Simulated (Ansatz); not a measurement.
# H on Pt(111): change of the work function

Aim: the work function of Pt(111) at several coverages of H (fcc site), and the dipole that each adsorbate carries.

Method: plane-wave DFT, PBE, Ansatz PAW, in Ansatz 0.2.0.

Report form: the programs' logs are mostly left out.

### Step 1. The starting structure

The cell holds 4 atoms: 4 Pt. Its edges and angles: a = 2.772 Å, b = 2.772 Å, c = 24.790 Å, α = 90.0°, β = 90.0°, γ = 60.0°. Vacuum lies along c.

### Step 2. The clean slab

The bare slab comes first, as the zero from which every change is counted. The two lowest layers are held at bulk places and the upper ones relax. The dipole correction removes the false field that a one-sided slab makes across the periodic vacuum, so each face gets a flat vacuum level of its own.

Contents of input.yaml:

```yaml
crystal:
  lattice:
    - [2.7718585823, 0.0, 0.0]
    - [1.3859292911, 2.4004999479, 0.0]
    - [0.0, 0.0, 24.7896391657]
  atoms:
    - { symbol: Pt, position: [0.0, 0.0, 0.3630549013] }
    - { symbol: Pt, position: [0.3333333333, 0.3333333333, 0.4543516338] }
    - { symbol: Pt, position: [0.6666666667, 0.6666666667, 0.5456483662] }
    - { symbol: Pt, position: [0.0, 0.0, 0.6369450987] }
kpoints:
  mp_grid: { grid: [12, 12, 1] }
hamiltonian:
  xc: pbe
scf:
  occupations: { method: fermi_dirac, width: 0.1 }
  convergence: { dr2_threshold: 1.0e-08 }
efield:
  axis: 3
  dipole_correction: true
  ramp_position: 0.97
  ramp_width: 0.06
relax:
  f_tol: 0.02
  max_steps: 60
  constraints: [{ sites: [0, 1] }]
output:
  write_potential: true
  write_density: true
  volumetric_format: npy
```

Run with:

```console
$ ansatz run input.yaml --threads 4 --pin off --max-ram 6144MiB --backend cpu --events-out ev --progress --plain --runs-dir out
```

The job ended after 29 s (4 threads of Arm Neoverse N1, shared host; peak memory 0.49 GiB; 1.9 min of CPU time).

Relaxation path:

```tsv
step	energy less that of the first step (eV)	largest force component (eV/Å)
1	0.0000	0.4882
2	-0.0114	0.3306
3	-0.0224	0.0711
4	-0.0228	0.0003
```

The run keeps the 6 symmetry operations that it works with, so distortions that break them were not tested.

The atoms that moved most (Å):

```tsv
atom	dx	dy	dz	length
Pt4	0.000	0.000	0.116	0.116
Pt3	0.000	0.000	0.044	0.044
```

The relaxed structure:

```cif
data_structure
_symmetry_space_group_name_H-M 'P 1'
_symmetry_Int_Tables_number 1
_cell_length_a 2.7719
_cell_length_b 2.7719
_cell_length_c 24.7896
_cell_angle_alpha 90.000
_cell_angle_beta 90.000
_cell_angle_gamma 60.000
_cell_volume 164.95
loop_
_atom_site_label
_atom_site_type_symbol
_atom_site_fract_x
_atom_site_fract_y
_atom_site_fract_z
_atom_site_occupancy
Pt1 Pt 0.00000 0.00000 0.36305 1
Pt2 Pt 0.33333 0.33333 0.45435 1
Pt3 Pt 0.66667 0.66667 0.54741 1
Pt4 Pt 0.00000 0.00000 0.64162 1
```

This step gave:

* energy at zero smearing: -50090.8990 eV
* work function, upper face: 5.703 eV
* work function, lower face: 5.672 eV
* dipole along the normal: -0.001156 e·Å
* step between the vacuum levels: 0.03145 eV

Running mean over 2.263 Å of the planar mean; the ramp of the sawtooth is left out. The electron's electrostatic potential energy less the Fermi level by z:

```tsv
z (Å)	electron's electrostatic potential energy less the Fermi level (eV)
3.5	5.67
4.0	5.67
4.5	5.67
5.0	5.67
5.5	5.66
6.0	5.61
6.5	5.42
7.0	4.60
7.5	1.20
8.0	-4.97
8.5	-9.97
9.0	-11.6
9.5	-11.9
10.0	-12.1
10.5	-12.1
11.0	-12.2
11.5	-12.1
12.0	-11.8
12.5	-11.7
13.0	-11.9
13.5	-12.1
14.0	-11.8
14.5	-11.2
15.0	-11.2
15.5	-11.5
16.0	-11.3
16.5	-9.22
17.0	-3.69
17.5	2.21
18.0	4.90
18.5	5.51
19.0	5.66
19.5	5.69
20.0	5.70
20.5	5.70
21.0	5.70
21.5	5.70
```

The relaxation took 4 steps and lowered the energy by 0.023 eV; the largest force on the free atoms ends at 3.5e-4 eV/Å.

The work function of the upper face is 5.70 eV.

### Step 3. Adsorbate added, k-mesh 6×6×1, coverage 0.25 ML

System of this step: HPt16 (H/Pt(111)). The cell holds 17 atoms: 16 Pt and 1 H. Its edges and angles: a = 5.544 Å, b = 5.544 Å, c = 25.536 Å, α = 90.0°, β = 90.0°, γ = 60.0°. Vacuum lies along c.

The clean slab as it ended is repeated in the plane and the adsorbate is set on one face; the cell's size fixes the coverage, and the k-mesh shrinks with it to keep the sampling density about even. Adsorbate and upper layers relax, since the dipole depends on the height.

Contents of input.yaml:

```yaml
crystal:
  lattice:
    - [5.5437171645, 1.0e-10, 0.0]
    - [2.7718585822, 4.8009998959, 0.0]
    - [0.0, 0.0, 25.536110091]
  atoms:
    - { symbol: Pt, position: [0.0, 0.0, 0.3524420896] }
    - { symbol: Pt, position: [0.1666666667, 0.1666666667, 0.4410700383] }
    - { symbol: Pt, position: [0.3333333333, 0.3333333333, 0.5314032757] }
    - { symbol: Pt, position: [0.0, 0.0, 0.6228628165] }
    - { symbol: Pt, position: [0.0, 0.5, 0.3524420896] }
    - { symbol: Pt, position: [0.1666666667, 0.6666666667, 0.4410700383] }
    - { symbol: Pt, position: [0.3333333333, 0.8333333333, 0.5314032757] }
    - { symbol: Pt, position: [0.0, 0.5, 0.6228628165] }
    - { symbol: Pt, position: [0.5, 0.0, 0.3524420896] }
    - { symbol: Pt, position: [0.6666666667, 0.1666666667, 0.4410700383] }
    - { symbol: Pt, position: [0.8333333333, 0.3333333333, 0.5314032757] }
    - { symbol: Pt, position: [0.5, 0.0, 0.6228628165] }
    - { symbol: Pt, position: [0.5, 0.5, 0.3524420896] }
    - { symbol: Pt, position: [0.6666666667, 0.6666666667, 0.4410700383] }
    - { symbol: Pt, position: [0.8333333333, 0.8333333333, 0.5314032757] }
    - { symbol: Pt, position: [0.5, 0.5, 0.6228628165] }
    - { symbol: H, position: [0.1666666667, 0.1666666667, 0.6475579104] }
kpoints:
  mp_grid: { grid: [6, 6, 1] }
hamiltonian:
  xc: pbe
scf:
  occupations: { method: fermi_dirac, width: 0.1 }
  convergence: { dr2_threshold: 1.0e-08 }
efield:
  axis: 3
  dipole_correction: true
  ramp_position: 0.97
  ramp_width: 0.06
relax:
  f_tol: 0.02
  max_steps: 60
  constraints: [{ sites: [0, 1, 4, 5, 8, 9, 12, 13] }]
output:
  dos: { projected: true, e_range: [-8, 4] }
  write_potential: true
  write_density: true
  volumetric_format: npy
  elf: true
```

It took 5.2 min on 4 threads; peak memory 2.8 GiB.

Relaxation path:

```tsv
step	energy less that of the first step (eV)	largest force component (eV/Å)
1	0.0000	1.5311
2	-0.2116	0.5515
3	-0.2636	0.1441
4	-0.2665	0.0368
5	-0.2666	0.0007
```

The run keeps the 6 symmetry operations that it works with, so distortions that break them were not tested.

The atoms that moved most (Å):

```tsv
atom	dx	dy	dz	length
H17	0.000	0.000	0.314	0.314
Pt12	0.026	-0.015	0.052	0.059
Pt4	-0.026	-0.015	0.052	0.059
Pt8	0.000	0.030	0.052	0.059
Pt15	0.000	0.000	0.020	0.020
Pt16	0.000	0.000	-0.016	0.016
Pt11	0.003	-0.002	0.004	0.005
Pt3	-0.003	-0.002	0.004	0.005
```

Final coordinates:

```xyz
17
Lattice="5.5437 0.0000 0.0000 2.7719 4.8010 0.0000 0.0000 0.0000 25.5361" Properties=species:S:1:pos:R:3
Pt    0.0000    0.0000    9.0000
Pt    1.3859    0.8002   11.2632
Pt    2.7685    1.5984   13.5739
Pt   -0.0256   -0.0148   15.9571
Pt    1.3859    2.4005    9.0000
Pt    2.7719    3.2007   11.2632
Pt    4.1578    4.0047   13.5739
Pt    1.3859    2.4300   15.9571
Pt    2.7719    0.0000    9.0000
Pt    4.1578    0.8002   11.2632
Pt    5.5470    1.5984   13.5739
Pt    2.7974   -0.0148   15.9571
Pt    4.1578    2.4005    9.0000
Pt    5.5437    3.2007   11.2632
Pt    6.9296    4.0008   13.5897
Pt    4.1578    2.4005   15.8891
H     1.3859    0.8002   16.8505
```

This step gave:

| Quantity | Value |
| --- | --- |
| energy at zero smearing | -200379.9038 eV |
| work function, upper face | 5.585 eV |
| work function, lower face | 5.653 eV |
| dipole along the normal | 0.01000 e·Å |
| step between the vacuum levels | -0.06800 eV |

Running mean over 2.263 Å of the planar mean; the ramp of the sawtooth is left out. Table of electron's electrostatic potential energy less the Fermi level by z:

z (Å), electron's electrostatic potential energy less the Fermi level (eV) and a bar from the least value:
```
      3.0        5.7 ##############################
      3.5        5.7 ##############################
      4.0        5.7 ##############################
      4.5        5.7 ##############################
      5.0        5.6 ##############################
      5.5        5.6 ##############################
      6.0        5.6 ##############################
      6.5        5.4 ##############################
      7.0        4.6 ############################
      7.5        1.2 #######################
      8.0       -5.0 ############
      8.5      -10.0 ####
      9.0      -11.6 #
      9.5      -11.9 
     10.0      -12.1 
     10.5      -12.1 
     11.0      -12.2 
     11.5      -12.1 
     12.0      -11.7 #
     12.5      -11.6 #
     13.0      -11.8 #
     13.5      -12.0 
     14.0      -11.7 #
     14.5      -11.0 ##
     15.0      -10.9 ##
     15.5      -11.6 #
     16.0      -11.8 #
     16.5       -9.9 ####
     17.0       -4.6 #############
     17.5        1.4 #######################
     18.0        4.5 ############################
     18.5        5.3 #############################
     19.0        5.5 ##############################
     19.5        5.6 ##############################
     20.0        5.6 ##############################
     20.5        5.6 ##############################
     21.0        5.6 ##############################
     21.5        5.6 ##############################
     22.0        5.6 ##############################
     22.5        5.6 ##############################
```

The density of states has structure finer than the step of the table below, so its rows give means over 0.25 eV, whole bins alone (the curve runs from -8 to 1.98 eV). Peaks (eV: height): -3.220: 56.6, -3.130: 56.3, -3.010: 50.5, -2.200: 58.6, -2.050: 40.5, -0.390: 44.0, 0.060: 57.0.

The density of states by energy, zero at the Fermi level; means over each step:

```tsv
energy (eV)	density of states (states/eV a cell)
-7.75	2.94
-7.50	2.98
-7.25	2.98
-7.00	6.37
-6.75	7.40
-6.50	10.5
-6.25	15.2
-6.00	16.6
-5.75	24.7
-5.50	21.1
-5.25	17.2
-5.00	15.9
-4.75	18.3
-4.50	18.1
-4.25	24.6
-4.00	21.6
-3.75	24.9
-3.50	28.2
-3.25	37.4
-3.00	35.8
-2.75	22.3
-2.50	15.3
-2.25	27.6
-2.00	26.7
-1.75	19.3
-1.50	22.9
-1.25	28.3
-1.00	28.0
-0.75	22.5
-0.50	25.2
-0.25	30.8
0.00	30.0
0.25	18.2
0.50	9.41
0.75	7.62
1.00	3.67
1.25	3.70
1.50	5.27
1.75	8.30
```

Projected DOS per atom over height of the atomic layer and energy from the Fermi level. Layers: Pt4 Pt4 Pt4 Pt4 H from below.

Ten even steps from '0' (0.04 states/eV) to '9' (2.42 states/eV), each cell a mean:
```
11110
00000
11110
32220
68750
75570
75580
74570
64570
64460
85570
98790
67660
46650
44540
34430
46640
36520
25410
12100
00001
00012
```
Columns: height of the atomic layer (Å) from 9 to 16.9 (not evenly spaced); rows upwards: energy from the Fermi level (eV) from -7.96 to 1.95.

ELF in the ca plane at fractional y = 0.167, with atoms of Pt and H within 0.2 Å of it. It is the smooth field of the valence electrons, not physical close to the nuclei.

Ten even steps from '0' (0.00) to '9' (0.96), each cell a mean:
```
34432222222224432223343321000000000000000000
34432222222234432223343321000000000000000000
33322234432223332222333221000000000000000000
22222256653222222112222221000000000000000000
22222356664222221112222211000000000000000000
22222256664222221112222211000000000000000000
23222245543222222122232221000000000000000000
33332223322223432223333321000000000000000000
34432222222234442223443321000000000000000000
33332223332223432222333322100000000000000000
22222245553222222122223554200000000000000000
22222356664222221111237997310000000000000000
22222356664222221111238998410000000000000000
22222256653222222112225776200000000000000000
33322234432223332222333332100000000000000000
```
Columns run along c (16.0 Å, from fractional 0.33 to 0.96 of the cell), rows up along a (5.5 Å). Atoms in or near the plane, at fractional coordinates: Pt at (0.44, 0.17), Pt at (0.44, 0.67), H at (0.66, 0.17).

Valence density in the ca plane at fractional y = 0.167, with atoms of Pt and H within 0.2 Å of it. It is the smooth field of the valence electrons, not physical close to the nuclei.

Ten steps, logarithmic in the rise over the least value, from '0' (0 e/Å³) to '9' (11 e/Å³), each cell a mean:
```
46643223332235654334565310000000000000000000
46643233332235654334564310000000000000000000
34433346653234543223443210000000000000000000
23332478985323332222332210000000000000000000
22222489996322222112222110000000000000000000
23322479986322222122232110000000000000000000
34433357764333432223443210000000000000000000
45543234433235553234554310000000000000000000
56653223322245654334665310000000000000000000
45543234443235553224554311000000000000000000
33332357864333432222333321000000000000000000
22222479986322322112234431000000000000000000
22222489996322222112234541000000000000000000
23332478985323332222333431000000000000000000
34443346653234443223444321000000000000000000
```
Columns run along c (16.0 Å, from fractional 0.33 to 0.96 of the cell), rows up along a (5.5 Å). Atoms in or near the plane, at fractional coordinates: Pt at (0.44, 0.17), Pt at (0.44, 0.67), H at (0.66, 0.17).

Electrostatic potential energy in the ca plane at fractional y = 0.167, with atoms of Pt and H within 0.2 Å of it. With pseudopotentials it is smooth inside the atoms' cores, unlike the true potential.

Values in eV, 8 rows by 16 columns, each cell a mean:
```
-18  -2   3   4  -2 -20   3 -17  -1  10  10  10  10  10  10  10
 -2   2 -19 -18   2  -4   6  -3   5  10  10  10  10  10  10  10
  6   4 -39 -38   4   6   8   6   8  10  10  10  10  10  10  10
 -2   2 -21 -20   3  -2   6  -3   5  10  10  10  10  10  10  10
-18  -2   3   4  -2 -20   3 -17  -1  10  10  10  10  10  10  10
 -2   2 -19 -18   2  -4   6  -2   2   9  10  10  10  10  10  10
  6   4 -39 -38   4   6   8   5 -19   7  10  10  10  10  10  10
 -2   2 -21 -20   3  -2   6  -2   1   9  10  10  10  10  10  10
```
Columns run along c (16.0 Å, from fractional 0.33 to 0.96 of the cell; values clipped at the 3rd and 97th percentile), rows up along a (5.5 Å). Atoms in or near the plane, at fractional coordinates: Pt at (0.44, 0.17), Pt at (0.44, 0.67), H at (0.66, 0.17).

The relaxation took 5 steps and lowered the energy by 0.27 eV; the largest force on the free atoms ends at 7.0e-4 eV/Å.

By hand: a sheet of dipoles makes a step −p/(ε₀A) in the electron's potential. With e/ε₀ = 180.95 V·Å, p = 0.01000 e·Å and A = 26.62 Å², that is −180.95 × (0.01000) / 26.62 = -0.068 eV, and the two vacuum levels of the run differ by -0.068 eV.

The covered face has 5.59 eV, -0.12 eV against the clean one; the bare back face has moved by -0.02 eV, a measure of how thin the slab is.

### Step 4. The covered slab, k-mesh 12×12×1, coverage 1 ML

System of this step: HPt4 (H/Pt(111)). The cell holds 5 atoms: 4 Pt and 1 H. Its edges and angles: a = 2.772 Å, b = 2.772 Å, c = 25.536 Å, α = 90.0°, β = 90.0°, γ = 60.0°. Vacuum lies along c.

Another coverage, to see how the dipoles act on each other as their distance changes.

input.yaml, the sections that differ from step 3:

```yaml
crystal:
  lattice:
    - [2.7718585823, 0.0, 0.0]
    - [1.3859292911, 2.4004999479, 0.0]
    - [0.0, 0.0, 25.536110091]
  atoms:
    - { symbol: Pt, position: [0.0, 0.0, 0.3524420896] }
    - { symbol: Pt, position: [0.3333333333, 0.3333333333, 0.4410700383] }
    - { symbol: Pt, position: [0.6666666667, 0.6666666667, 0.5314032757] }
    - { symbol: Pt, position: [0.0, 0.0, 0.6228628165] }
    - { symbol: H, position: [0.3333333333, 0.3333333333, 0.6475579104] }
kpoints:
  mp_grid: { grid: [12, 12, 1] }
relax:
  f_tol: 0.02
  max_steps: 60
  constraints: [{ sites: [0, 1] }]
output:
  write_potential: true
  write_density: true
  volumetric_format: npy
# hamiltonian, scf, efield: as in step 3
```

Elapsed: 72 s, on 4 threads; peak memory 0.49 GiB.

The steps of the relaxation:

```tsv
step	energy less that of the first step (eV)	largest force component (eV/Å)
1	0.0000	1.3895
2	-0.1887	0.5921
3	-0.2414	0.1635
4	-0.2448	0.0102
```

Forces are held to the 6 operations that the run works with; a distortion that breaks them can't arise in this run.

The atoms that moved most (Å):

```tsv
atom	dx	dy	dz	length
H5	0.000	0.000	0.396	0.396
Pt4	0.000	0.000	0.097	0.097
Pt3	0.000	0.000	0.023	0.023
```

Final coordinates:

```xyz
5
Lattice="2.7719 0.0000 0.0000 1.3859 2.4005 0.0000 0.0000 0.0000 25.5361" Properties=species:S:1:pos:R:3
Pt    0.0000    0.0000    9.0000
Pt    1.3859    0.8002   11.2632
Pt    2.7719    1.6003   13.5932
Pt    0.0000    0.0000   16.0030
H     1.3859    0.8002   16.9319
```

Numbers from this step:

```yaml
energy_at_zero_smearing: -50107.1095 eV
work_function_upper_face: 5.053 eV
work_function_lower_face: 5.664 eV
dipole_along_the_normal: 0.02244 e·Å
step_between_the_vacuum_levels: -0.6104 eV
```

Running mean over 2.263 Å of the planar mean; the ramp of the sawtooth is left out. Electron's electrostatic potential energy less the Fermi level against z:

```tsv
z (Å)	electron's electrostatic potential energy less the Fermi level (eV)
3	5.66
4	5.66
5	5.66
6	5.60
7	4.58
8	-4.98
9	-11.6
10	-12.1
11	-12.1
12	-11.6
13	-11.7
14	-11.6
15	-10.5
16	-12.9
17	-6.86
18	3.19
19	4.96
20	5.05
21	5.05
22	5.05
```

The relaxation took 4 steps and lowered the energy by 0.24 eV; the largest force on the free atoms ends at 0.010 eV/Å.

The covered face has 5.05 eV, -0.65 eV against the clean one; the bare back face has moved by -0.01 eV, a measure of how thin the slab is.

### Step 5. Work function against coverage

This step: plane-wave DFT, PBE, Ansatz PAW; work function against coverage (Ansatz 0.2.0).

The runs are now put side by side.

Numbers from this step:

```
work function of the clean face     : 5.703 eV
largest change of the work function : -0.6498 eV
```

Table of work function of the covered face by coverage:

```tsv
coverage (adsorbates/nm²)	work function of the covered face (eV)
0.00	5.70
3.76	5.59
15.03	5.05
```

The dipole per adsorbate comes from the change of the cell's dipole. Coverage, by row:

```tsv
coverage (1/nm²)	coverage (ML)	work function (eV)	change (eV)	dipole per adsorbate, positive end outwards (debye)	mean height of the added atoms over the highest substrate atom (Å)
3.757	0.25	5.585	-0.1179	0.07	0.8935
15.03	1	5.053	-0.6498	0.113	0.9289
```

### Step 6. Results

- work function of the clean face: 5.70 eV
- work function at 0.25 ML: 5.59 eV
- work function at 1 ML: 5.05 eV
- dipole per adsorbate at 0.25 ML, positive end outwards: 0.07 D

**Reading.** At the lowest coverage H changes the work function of Pt(111) by under 0.15 eV, within the error of so thin a slab; the largest change, -0.65 eV, comes at higher coverage. The slab has 4 layers, at the tabulated experimental lattice constant, one starting site was run, and quantum-size effects of a slab this thin can reach one or two tenths of an eV.

[Logs are printed without paths, hosts, clocks, repeated set-up lines and the standing remarks that a program may print on its own settings, such as how far it seeks lower states.]

[Hosts, paths, dates, database ids (printed as entryN), source tags and the programs' standing remarks are cut or masked in the printed files.]

[Maps of the electrostatic potential energy from Ansatz leave out the sawtooth potential of an applied field or a dipole correction, so their vacuum need not be flat; planar profiles and work functions include it.]

[The density of states shown here was stored with 400 of the rows of the run's finer table, so its peaks can read low, often by over a quarter, or be missed, and its means over a window can be off by a tenth or more.]
